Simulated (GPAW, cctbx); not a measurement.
# What do these deviations say about the bonding?

CuSnI6, R-3 (no. 148), a = 7.3951 Å, b = 7.3951 Å, c = 19.2295 Å, α = 90.00°, β = 90.00°, γ = 120.00°.

```csv
atom,mult.,x,y,z
I1,18,0.3184,0.3444,0.0859
Sn1,3,0,0,0
Cu1,3,1/3,2/3,1/6
```

The cell comes from substitution in a known structure type and wasn't matched to any measured phase.

Absolute values of the static structure factors of the conventional cell from DFT (PBE, GPAW) against free spherical atoms, in electrons:

| hkl | d (Å) | free atoms | crystal |
| --- | --- | --- | --- |
| 003 | 6.410 | 15.14 | 15.10 |
| 0 1 -1 | 6.076 | 24.61 | 24.50 |
| 012 | 5.330 | 287.16 | 286.45 |
| 0 1 -4 | 3.845 | 152.85 | 151.75 |
| 110 | 3.697 | 202.41 | 203.17 |
| 015 | 3.297 | 79.67 | 79.80 |
| 006 | 3.205 | 607.73 | 608.57 |
| 113 | 3.203 | 764.40 | 765.02 |
| 1 1 -3 | 3.203 | 617.85 | 618.15 |
| 021 | 3.159 | 103.03 | 102.96 |

**Question.** Which way does charge move, and which reflections show it best?

Project each element's phase sum on the total phase. |F| rises if density moves to atoms that scatter in phase and falls if it moves to atoms that scatter against it; the rule is for low angles, since changes of shape take over beyond. Where all elements are in phase the terms compete, and the compactness of the donor's and the acceptor's density matters too.

| hkl | I in phase | Sn in phase | Cu in phase | change (e) | (%) |
| --- | --- | --- | --- | --- | --- |
| 003 | -0.9 | +3.0 | -3.0 | -0.05 | -0.3 |
| 0 1 -1 | -0.7 | +3.0 | -3.0 | -0.10 | -0.4 |
| 012 | +1.3 | +3.0 | +3.0 | -0.72 | -0.2 |
| 0 1 -4 | -1.2 | +3.0 | +3.0 | -1.10 | -0.7 |
| 110 | +8.8 | -3.0 | -3.0 | +0.77 | +0.4 |
| 015 | +0.6 | +3.0 | -3.0 | +0.14 | +0.2 |
| 006 | +17.9 | -3.0 | -3.0 | +0.84 | +0.1 |
| 113 | +15.7 | +3.0 | -3.0 | +0.61 | +0.1 |

Low-angle reflections that set elements apart and change by more than 0.05 e: 0 1 -1, 012, 0 1 -4, 110, 015, 006 and 113 (003 hardly moves and tells little). The signs fit a gain of density on I and a loss on Sn and Cu, apart from 015. The best witness is 0 1 -4, -0.7 %, where I enters with -1.2. The real-space density agrees: Voronoi charges I -0.06, Sn +0.25, Cu +0.11 e. The shortest bond, I–Cu, has Δρ = +0.04 e/Å³ at its midpoint.

[Outputs are excerpts: Python notices, other lines and further rows are left out; steps that failed or that the build refused (PBEsol, TPSS) are not shown.]

[Logs are printed without paths, hosts, clocks, repeated set-up lines and the standing remarks that a program may print on its own settings, such as how far it seeks lower states.]
